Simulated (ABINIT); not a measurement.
# CdH2 (Fm-3m): from the cell to the phonon bands, part 2 of 5

How does CdH2 (Fm-3m) vibrate, and is this structure a minimum?

ABINIT 10.8.3; DFT PBEsol, scalar-relativistic, plane waves, PseudoDojo norm-conserving pseudopotentials.

So far. Step 5 (Relaxation): The volume changes by +0.6 % in this run and stands -27.7 % from the first cell. Step 6 (Ground state): The cell stands at -0.56 GPa: the relaxation ran with a smoothed and higher cutoff and on another k mesh. The relaxed cell has a = 5.018 Å (conventional setting).

The structure was built from a prototype and need not be the compound's stable phase.

## (7) Zone-centre response

At q = 0 one unit cell holds all displacements. The response is solved for single atoms along the cell's directions, and symmetry skips those that follow from others. The crystal is treated as a metal, which screens a static field, so no field response is asked.

dfpt_gamma.abi reads:

```

# common to the responses
getwfk_filepath "gso_WFK"
kptopt 2
nqpt 1
qpt 0.0 0.0 0.0
asr 0
chneut 0

# displacements
rfphon 1
rfatpol 1 3
rfdir 1 1 1
tolvrs 1.0d-10
prtwf 0

# basis, mesh and filling
ecut 47.0
ngkpt 12 12 12
nshiftk 1
shiftk 0.0 0.0 0.0
istwfk *1
occopt 7
tsmear 0.01
nband 18
nstep 100
diemac 1000000.0
prtebands 0
prtgsr 0
useylm 1

# cell and atoms
acell 3*1.0 Angstrom
rprim 
    0.0 2.508886975 2.508886975
    2.508886975 0.0 2.508886975
    2.508886975 2.508886975 0.0
ntypat 2
znucl 48 1
natom 3
typat 1 2 2
xred 
    0.0 0.0 0.0
    0.25 0.25 0.25
    0.75 0.75 0.75
pp_dirpath "./pseudo"
pseudos "Cd.upf, H.upf"
```

Started as:

```sh
> OMP_NUM_THREADS=1 mpirun -n 4 abinit dfpt_gamma.abi > dfpt_gamma.log
```

Numbers of over 12 decimals in the logs are rounded to 6 here.

dfpt_gamma.abo, the main output file:

```text
[banners, grids, parts of the stress and lines that vanish by symmetry left out]
- input  file    -> dfpt_gamma.abi
- output file    -> dfpt_gamma.abo
- root for input  files -> dfpt_gammai
- root for output files -> dfpt_gammao

 Symmetries : space group Fm -3 m (#225); Bravais cF (face-center cubic)
================================================================================
 Values of the parameters that define the memory need of the present run (RF).
     intxc =       0      iscf =       7    lmnmax =      18     lnmax =       6
     mgfft =      45  mpssoang =       3    mqgrid =    3001     natom =       3
  nloc_mem =       1    nspden =       1   nspinor =       1    nsppol =       1
      nsym =      48    n1xccc =    2501    ntypat =       2    occopt =       7
   xclevel =       2
-    mband =          18        mffmem =           1         mkmem =         217
-   mkqmem =         217        mk1mem =         217           mpw =        3306
      nfft =       91125          nkpt =         868
- my_mband =          18
================================================================================
================================================================================

--------------------------------------------------------------------------------
------------- Echo of variables that govern the present computation ------------
--------------------------------------------------------------------------------
-
- outvars: echo of selected default values
-   iomode0 =  0 , fftalg0 =312 , wfoptalg0 =  0
-
- outvars: echo of global parameters not present in the input file
-  max_nthreads =    1
-
 -outvars: echo values of preprocessed input variables
 [... echo left out ...]
================================================================================

 chkinp: Checking input parameters for consistency.

[...]
== DATASET  1 ==================================================================
-   mpi_nproc: 4, omp_nthreads: 1 (-1 if OMP is not activated)

--- !DatasetInfo
iteration_state: {dtset: 1, }
dimensions: {natom: 3, nkpt: 868, mband: 18, nsppol: 1, nspinor: 1, nspden: 1, mpw: 3306, }
cutoff_energies: {ecut:  47.0, pawecutdg:  -1.0, }
electrons: {nelect:   2.20000000E+01, charge:   0.00000000E+00, occopt:   7.00000000E+00, tsmear:   1.00000000E-02, }
meta: {optdriver: 1, rfphon: 1, }
...

 mkfilename: getwfk from: gso_WFK

 Real(R)+Recip(G) space primitive vectors, cartesian coordinates (Bohr,Bohr^-1):
 R(1)=  0.0000000  4.7411093  4.7411093  G(1)= -0.1054606  0.1054606  0.1054606
 R(2)=  4.7411093  0.0000000  4.7411093  G(2)=  0.1054606 -0.1054606  0.1054606
 R(3)=  4.7411093  4.7411093  0.0000000  G(3)=  0.1054606  0.1054606 -0.1054606
 Unit cell volume ucvol=  2.1314242E+02 bohr^3
 Angles (23,13,12)=  6.00000000E+01  6.00000000E+01  6.00000000E+01 degrees
 setup1 : take into account q-point for computing boxcut.

 getcut: wavevector=  0.0000  0.0000  0.0000  ngfft=  45  45  45
         ecut(hartree)=     47.000   => boxcut(ratio)=   2.12639

--- Pseudopotential description ------------------------------------------------
- pspini: atom type   1  psp file is ./pseudo/Cd.upf

- pspini: atom type   2  psp file is ./pseudo/H.upf

   5.27537932E+02                                ecore*ucvol(ha*bohr**3)
--------------------------------------------------------------------------------

 ==>  initialize data related to q vector <==

 The list of irreducible perturbations for this q vector is:
    1)    idir= 1    ipert=   1
    2)    idir= 1    ipert=   2

[...]
The perturbation idir=   2  ipert=   1 is
 symmetric of a previously calculated perturbation.
 So, its SCF calculation is not needed.

 The perturbation idir=   3  ipert=   1 is
 symmetric of a previously calculated perturbation.
 So, its SCF calculation is not needed.

 The perturbation idir=   2  ipert=   2 is
 symmetric of a previously calculated perturbation.
 So, its SCF calculation is not needed.

 The perturbation idir=   3  ipert=   2 is
 symmetric of a previously calculated perturbation.
 So, its SCF calculation is not needed.

 The perturbation idir=   1  ipert=   3 is
 symmetric of a previously calculated perturbation.
 So, its SCF calculation is not needed.

 The perturbation idir=   2  ipert=   3 is
 symmetric of a previously calculated perturbation.
 So, its SCF calculation is not needed.

 The perturbation idir=   3  ipert=   3 is
 symmetric of a previously calculated perturbation.
 So, its SCF calculation is not needed.

--------------------------------------------------------------------------------
 Perturbation wavevector (in red.coord.)   0.000000  0.000000  0.000000
 Perturbation : displacement of atom   1   along direction   1
 Found     4 symmetries that leave the perturbation invariant.

[...]
dfpt_looppert : total number of electrons, from k and k+q
  fully or partially occupied states are    2.200000E+01 and    2.200000E+01.
 Initialisation of the first-order wave-functions :
  ireadwf=   0

--- !BeginCycle
iteration_state: {dtset: 1, }
solver: {iscf: 7, nstep: 100, nline: 4, wfoptalg: 0, }
tolerances: {tolvrs: 1.00E-10, }
...

     iter   2DEtotal(Ha)        deltaE(Ha) residm    vres2
-ETOT  1   5.348313     -1.670E+04 2.043E+02 2.112E+02
 ETOT  2 -0.156580     -5.505E+00 9.436E+00 2.365E+01
 ETOT  3 -0.170923     -1.434E-02 1.673E-01 2.815E+00
 ETOT  4 -0.171517     -5.937E-04 4.452E-01 1.051E-02
 ETOT  5 -0.171520     -3.025E-06 6.423E-03 5.003E-04
[...]
At SCF step   10       vres2   =  1.59E-11 < tolvrs=  1.00E-10 =>converged.
[...]
Mean square residual over all n,k,spin=   20.777E-08; max=  68.986E-05

 Thirteen components of 2nd-order total energy (hartree) are
 1,2,3: 0th-order hamiltonian combined with 1st-order wavefunctions
     kin0=   1.51515823E+04 eigvalue=   9.02883631E+02  local=  -9.83569119E+03
 4,5,6: 1st-order hamiltonian combined with 1st and 0th-order wfs
 loc psp =  -1.40895320E+04  Hartree=   4.04704729E+03     xc=  -5.93171416E+02
 note that "loc psp" includes a xc core correction that could be resolved
 7,8,9: eventually, occupation + non-local contributions
    edocc=   2.06414217E+02     enl0=   6.82603196E+03   enl1=  -1.93206615E+04
 1-9 gives the relaxation energy (to be shifted if some occ is /=2.0)
   erelax=  -1.67050968E+04
 10,11,12 Non-relaxation  contributions : frozen-wavefunctions and Ewald
 fr.local=   7.13750374E+03 fr.nonlo=   9.67436647E+03  Ewald=   3.53401702E+01
 13,14 Frozen wf xc core corrections (1) and (2)
 frxc 1  =  -9.13793926E+02  frxc 2 =   7.71508799E+02
 Resulting in :
 2DEtotal=   -0.1715202690E+00 Ha. Also 2DEtotal=   -0.466730428823E+01 eV
    (2DErelax=   -1.6705096775E+04 Ha. 2DEnonrelax=    1.6704925255E+04 Ha)
    (  non-var. 2DEtotal :   -1.7151669680E-01 Ha)

[...]
Perturbation wavevector (in red.coord.)   0.000000  0.000000  0.000000
 Perturbation : displacement of atom   2   along direction   1
 Found     2 symmetries that leave the perturbation invariant.

--------------------------------------------------------------------------------

--------------------------------------------------------------------------------

 dfpt_looppert : total number of electrons, from k and k+q
  fully or partially occupied states are    2.200000E+01 and    2.200000E+01.
 Initialisation of the first-order wave-functions :
  ireadwf=   0

--- !BeginCycle
iteration_state: {dtset: 1, }
solver: {iscf: 7, nstep: 100, nline: 4, wfoptalg: 0, }
tolerances: {tolvrs: 1.00E-10, }
...

     iter   2DEtotal(Ha)        deltaE(Ha) residm    vres2
-ETOT  1  0.451706     -4.233E+01 3.107E+00 9.262E+02
[...]
ETOT  9  0.313318     -2.598E-11 1.358E-04 1.138E-08
 ETOT 10  0.313318     -4.199E-12 3.240E-05 1.086E-11

 At SCF step   10       vres2   =  1.09E-11 < tolvrs=  1.00E-10 =>converged.
[...]
Mean square residual over all n,k,spin=   75.832E-10; max=  32.398E-06

 Thirteen components of 2nd-order total energy (hartree) are
 1,2,3: 0th-order hamiltonian combined with 1st-order wavefunctions
     kin0=   4.10947426E+01 eigvalue=  -1.25999157E+00  local=  -7.23054389E+00
 4,5,6: 1st-order hamiltonian combined with 1st and 0th-order wfs
 loc psp =  -6.11933453E+01  Hartree=   9.40597419E+00     xc=  -5.98552748E+00
 note that "loc psp" includes a xc core correction that could be resolved
 7,8,9: eventually, occupation + non-local contributions
    edocc=   6.87065051E+00     enl0=  -4.24818429E-01   enl1=  -2.37476265E+01
 1-9 gives the relaxation energy (to be shifted if some occ is /=2.0)
   erelax=  -4.24704859E+01
 10,11,12 Non-relaxation  contributions : frozen-wavefunctions and Ewald
 fr.local=   1.26124842E+01 fr.nonlo=   1.16177300E+01  Ewald=   1.85535893E+01
 13,14 Frozen wf xc core corrections (1) and (2)
 frxc 1  =   0.00000000E+00  frxc 2 =   0.00000000E+00
 Resulting in :
 2DEtotal=    0.3133176445E+00 Ha. Also 2DEtotal=    0.852580744182E+01 eV
    (2DErelax=   -4.2470485881E+01 Ha. 2DEnonrelax=    4.2783803526E+01 Ha)
    (  non-var. 2DEtotal :    3.1331762443E-01 Ha)

[...]
---- first-order wavefunction calculations are completed ----

 ==> Compute Derivative Database <==

 [... matrices left out ...]
  Phonon wavevector (reduced coordinates) :  0.00000  0.00000  0.00000
 Phonon energies in Hartree :
  -1.024758E-03 -1.024758E-03 -1.024758E-03 -1.037977E-05 -1.037977E-05
  -1.037977E-05  2.935546E-03  2.935546E-03  2.935546E-03
 Phonon frequencies in cm-1    :
- -2.249084E+02 -2.249084E+02 -2.249084E+02 -2.278096E+00 -2.278096E+00
- -2.278096E+00  6.442779E+02  6.442779E+02  6.442779E+02

== END DATASET(S) ==============================================================
================================================================================

 -outvars: echo values of variables after computation
            acell      1.8897261259E+00  1.8897261259E+00  1.8897261259E+00 Bohr
           etotal      3.1331764449E-01
            fcart      0.0000000000E+00  0.0000000000E+00  0.0000000000E+00
           strten      0.0000000000E+00  0.0000000000E+00  0.0000000000E+00
================================================================================
```

The job ended after 8 min (4 MPI ranks of Arm Neoverse V1, shared host; 32 min of CPU time).

This step gave:

- largest acoustic frequency at the zone centre before the sum rule: -2.28 cm⁻¹
- highest optical zone-centre mode (no LO-TO term): 644.3 cm⁻¹
- lowest optical zone-centre mode: -224.9 cm⁻¹

The acoustic modes at Γ come out as far as 2.3 cm⁻¹ from zero, where they should vanish, a small numerical error. The lowest optical mode is imaginary, 225i cm⁻¹, an instability at this level and on this k mesh.

## (8) Zone-centre analysis

anaddb reads the merged derivatives and imposes the acoustic sum rule.

anaddb.abi reads:

```
ddb_filepath "gamma_DDB"
output_file "anaddb.abo"
outdata_prefix "anaddb"
asr 1
chneut 1
enunit 2
eivec 1
nph1l 1
qph1l 0.0 0.0 0.0 1.0
```

mrgddb.in reads:

```
gamma_DDB
merged
2
dfpt_gammao_DDB
gso_DDB
```

Started as:

```sh
> mrgddb < mrgddb.in > mrgddb.log
> OMP_NUM_THREADS=1 anaddb anaddb.abi > anaddb.log
```

anaddb.abo, the main output file:

```text
-outvars_anaddb: echo values of input variables ----------------------

 Miscellaneous information :
      enunit         2
       eivec         1
         asr         1
 First list of wavevector (reduced coord.) :
       nph1l         1
       qph1l
                     0.00000000E+00  0.00000000E+00  0.00000000E+00    1.000E+00

================================================================================

 read the DDB information and perform some checks

  ==== Info on the Cryst% object ====
 Real(R)+Recip(G) space primitive vectors, cartesian coordinates (Bohr,Bohr^-1):
 R(1)=  0.0000000  4.7411093  4.7411093  G(1)= -0.1054606  0.1054606  0.1054606
 R(2)=  4.7411093  0.0000000  4.7411093  G(2)=  0.1054606 -0.1054606  0.1054606
 R(3)=  4.7411093  4.7411093  0.0000000  G(3)=  0.1054606  0.1054606 -0.1054606
 Unit cell volume ucvol=  2.1314242E+02 bohr^3
 Angles (23,13,12)=  6.00000000E+01  6.00000000E+01  6.00000000E+01 degrees
 Time-reversal symmetry is present
 Reduced atomic positions [iatom, xred, symbol]:
    1)    0.0000000  0.0000000  0.0000000  Cd
    2)    0.2500000  0.2500000  0.2500000   H
    3)    0.7500000  0.7500000  0.7500000   H

 DDB file with 3 blocks has been read.

================================================================================

 Treat the first list of vectors

  Phonon wavevector (reduced coordinates) :  0.00000  0.00000  0.00000
 Phonon energies in Hartree :
  -1.024936E-03 -1.024936E-03 -1.024936E-03  1.671684E-08  1.679863E-08
   1.704180E-08  2.935483E-03  2.935483E-03  2.935483E-03
 Phonon energies in meV     :
- -2.788992E+01 -2.788992E+01 -2.788992E+01  4.548883E-04  4.571140E-04
-  4.637311E-04  7.987855E+01  7.987855E+01  7.987855E+01
 Phonon frequencies in cm-1    :
- -2.249474E+02 -2.249474E+02 -2.249474E+02  3.668922E-03  3.686873E-03
-  3.740243E-03  6.442640E+02  6.442640E+02  6.442640E+02
 Phonon frequencies in Thz     :
- -6.743753E+00 -6.743753E+00 -6.743753E+00  1.099915E-04  1.105297E-04
-  1.121297E-04  1.931455E+01  1.931455E+01  1.931455E+01
 Phonon energies in Kelvin  :
- -3.236491E+02 -3.236491E+02 -3.236491E+02  5.278759E-03  5.304587E-03
-  5.381375E-03  9.269521E+02  9.269521E+02  9.269521E+02

 Eigendisplacements
 (will be given, for each mode : in cartesian coordinates
   for each atom the real part of the displacement vector,
   then the imaginary part of the displacement vector - absolute values smaller than 1.0d-7 are set to zero)
  Mode number    1   Energy   -1.024936E-03
 Attention : low frequency mode.
   (Could be unstable or acoustic mode)
-  1  0.00000000E+00  0.00000000E+00  2.93178067E-04
-     0.00000000E+00  0.00000000E+00  0.00000000E+00
-  2 -5.91069680E-07  5.92864608E-07 -1.63504205E-02
-     0.00000000E+00  0.00000000E+00  0.00000000E+00
-  3 -5.91069680E-07  5.92864608E-07 -1.63504205E-02
-     0.00000000E+00  0.00000000E+00  0.00000000E+00
  Mode number    2   Energy   -1.024936E-03
 Attention : low frequency mode.
   (Could be unstable or acoustic mode)
-  1  0.00000000E+00  2.93178067E-04  0.00000000E+00
-     0.00000000E+00  0.00000000E+00  0.00000000E+00
-  2 -1.49255210E-07 -1.63504205E-02 -5.92859213E-07
-     0.00000000E+00  0.00000000E+00  0.00000000E+00
-  3 -1.49255210E-07 -1.63504205E-02 -5.92859213E-07
-     0.00000000E+00  0.00000000E+00  0.00000000E+00
  Mode number    3   Energy   -1.024936E-03
 Attention : low frequency mode.
   (Could be unstable or acoustic mode)
-  1  2.93178067E-04  0.00000000E+00  0.00000000E+00
-     0.00000000E+00  0.00000000E+00  0.00000000E+00
-  2 -1.63504205E-02  1.49233778E-07  5.91075091E-07
-     0.00000000E+00  0.00000000E+00  0.00000000E+00
-  3 -1.63504205E-02  1.49233778E-07  5.91075091E-07
-     0.00000000E+00  0.00000000E+00  0.00000000E+00
  Mode number    4   Energy    1.671684E-08
 Attention : low frequency mode.
   (Could be unstable or acoustic mode)
-  1  0.00000000E+00  0.00000000E+00 -2.18956005E-03
-     0.00000000E+00  0.00000000E+00  0.00000000E+00
-  2  0.00000000E+00  0.00000000E+00 -2.18929127E-03
-     0.00000000E+00  0.00000000E+00  0.00000000E+00
-  3  0.00000000E+00  0.00000000E+00 -2.18929127E-03
-     0.00000000E+00  0.00000000E+00  0.00000000E+00
  Mode number    5   Energy    1.679863E-08
 Attention : low frequency mode.
   (Could be unstable or acoustic mode)
-  1  0.00000000E+00 -2.18956005E-03  0.00000000E+00
-     0.00000000E+00  0.00000000E+00  0.00000000E+00
-  2  0.00000000E+00 -2.18929127E-03  0.00000000E+00
-     0.00000000E+00  0.00000000E+00  0.00000000E+00
-  3  0.00000000E+00 -2.18929127E-03  0.00000000E+00
-     0.00000000E+00  0.00000000E+00  0.00000000E+00
  Mode number    6   Energy    1.704180E-08
 Attention : low frequency mode.
   (Could be unstable or acoustic mode)
-  1  2.18956005E-03  0.00000000E+00  0.00000000E+00
-     0.00000000E+00  0.00000000E+00  0.00000000E+00
-  2  2.18929127E-03  0.00000000E+00  0.00000000E+00
-     0.00000000E+00  0.00000000E+00  0.00000000E+00
-  3  2.18929127E-03  0.00000000E+00  0.00000000E+00
-     0.00000000E+00  0.00000000E+00  0.00000000E+00
  Mode number    7   Energy    2.935483E-03
-  1  0.00000000E+00  0.00000000E+00  0.00000000E+00
-     0.00000000E+00  0.00000000E+00  0.00000000E+00
-  2  3.37745457E-07  2.55990326E-06  1.64963402E-02
-     0.00000000E+00  0.00000000E+00  0.00000000E+00
-  3 -3.37745457E-07 -2.55990326E-06 -1.64963402E-02
-     0.00000000E+00  0.00000000E+00  0.00000000E+00
  Mode number    8   Energy    2.935483E-03
-  1  0.00000000E+00  0.00000000E+00  0.00000000E+00
-     0.00000000E+00  0.00000000E+00  0.00000000E+00
-  2  2.98038039E-06  1.64963400E-02 -2.55996424E-06
-     0.00000000E+00  0.00000000E+00  0.00000000E+00
-  3 -2.98038039E-06 -1.64963400E-02  2.55996424E-06
-     0.00000000E+00  0.00000000E+00  0.00000000E+00
  Mode number    9   Energy    2.935483E-03
-  1  0.00000000E+00  0.00000000E+00  0.00000000E+00
-     0.00000000E+00  0.00000000E+00  0.00000000E+00
-  2  1.64963402E-02 -2.98043277E-06 -3.37282952E-07
-     0.00000000E+00  0.00000000E+00  0.00000000E+00
-  3 -1.64963402E-02  2.98043277E-06  3.37282952E-07
-     0.00000000E+00  0.00000000E+00  0.00000000E+00

 Analysis of degeneracies and characters (maximum tolerance=1.00E-06 a.u.)
 For each vibration mode, or group of modes if degenerate,
 the characters are given for each symmetry operation (see the list in the log file).
 Symmetry characters of vibration mode #   1
       degenerate with vibration modes #   2 to    3
  3.0 -3.0 -1.0  1.0 -1.0  1.0 -1.0  1.0  1.0 -1.0 -1.0  1.0  1.0 -1.0 -1.0  1.0
 -0.0  0.0  0.0 -0.0 -0.0  0.0  0.0 -0.0  1.0 -1.0 -1.0  1.0 -1.0  1.0  1.0 -1.0
 -0.0  0.0 -0.0  0.0  0.0 -0.0  0.0 -0.0  1.0 -1.0  1.0 -1.0 -1.0  1.0 -1.0  1.0
 Symmetry characters of vibration mode #   4
       degenerate with vibration modes #   5 to    6
  3.0 -3.0 -1.0  1.0 -1.0  1.0 -1.0  1.0  1.0 -1.0 -1.0  1.0  1.0 -1.0 -1.0  1.0
  0.0 -0.0 -0.0  0.0  0.0 -0.0 -0.0  0.0  1.0 -1.0 -1.0  1.0 -1.0  1.0  1.0 -1.0
  0.0 -0.0  0.0 -0.0 -0.0  0.0 -0.0  0.0  1.0 -1.0  1.0 -1.0 -1.0  1.0 -1.0  1.0
 Symmetry characters of vibration mode #   7
       degenerate with vibration modes #   8 to    9
  3.0  3.0 -1.0 -1.0 -1.0 -1.0 -1.0 -1.0  1.0  1.0 -1.0 -1.0  1.0  1.0 -1.0 -1.0
 -0.0 -0.0  0.0  0.0 -0.0 -0.0  0.0  0.0  1.0  1.0 -1.0 -1.0 -1.0 -1.0  1.0  1.0
 -0.0 -0.0 -0.0 -0.0  0.0  0.0  0.0  0.0  1.0  1.0  1.0  1.0 -1.0 -1.0 -1.0 -1.0
-
```

Elapsed: 0.53 s, on 1 thread.

No LO-TO term; unit eigenvectors of the mass-weighted matrix, from anaddb's displacements. The modes at Γ (shares of kinetic energy by element, %) (negative means imaginary):

| mode | frequency (cm⁻¹) | symmetry | Cd % | H % |
| --- | --- | --- | --- | --- |
| 1 | -224.9 | T1u | 2 | 98 |
| 2 | -224.9 | T1u | 2 | 98 |
| 3 | -224.9 | T1u | 2 | 98 |
| 4 | 0.0 | acoustic | 98 | 2 |
| 5 | 0.0 | acoustic | 98 | 2 |
| 6 | 0.0 | acoustic | 98 | 2 |
| 7 | 644.3 | T2g | 0 | 100 |
| 8 | 644.3 | T2g | 0 | 100 |
| 9 | 644.3 | T2g | 0 | 100 |

Displacements in mode 1 (-224.9 cm⁻¹), the largest set to 1:
```
Cd1  0.00  0.00  0.02
H2   0.00  0.00 -1.00
H3   0.00  0.00 -1.00
```

Displacements in mode 7 (644.3 cm⁻¹), the largest set to 1:
```
Cd1  0.00  0.00  0.00
H2   0.00  0.00  1.00
H3   0.00  0.00 -1.00
```

The rule moves no optical mode by more than 0.1 cm⁻¹.

(Part 2 of 5 ends here.)

[Host names and launcher messages were left out of these logs when they were recorded.]

[Logs are printed without paths, hosts, clocks, repeated set-up lines and the standing remarks that a program may print on its own settings, such as how far it seeks lower states.]

[Hosts, paths, dates, database ids (printed as entryN), source tags and the programs' standing remarks are cut or masked in the printed files.]
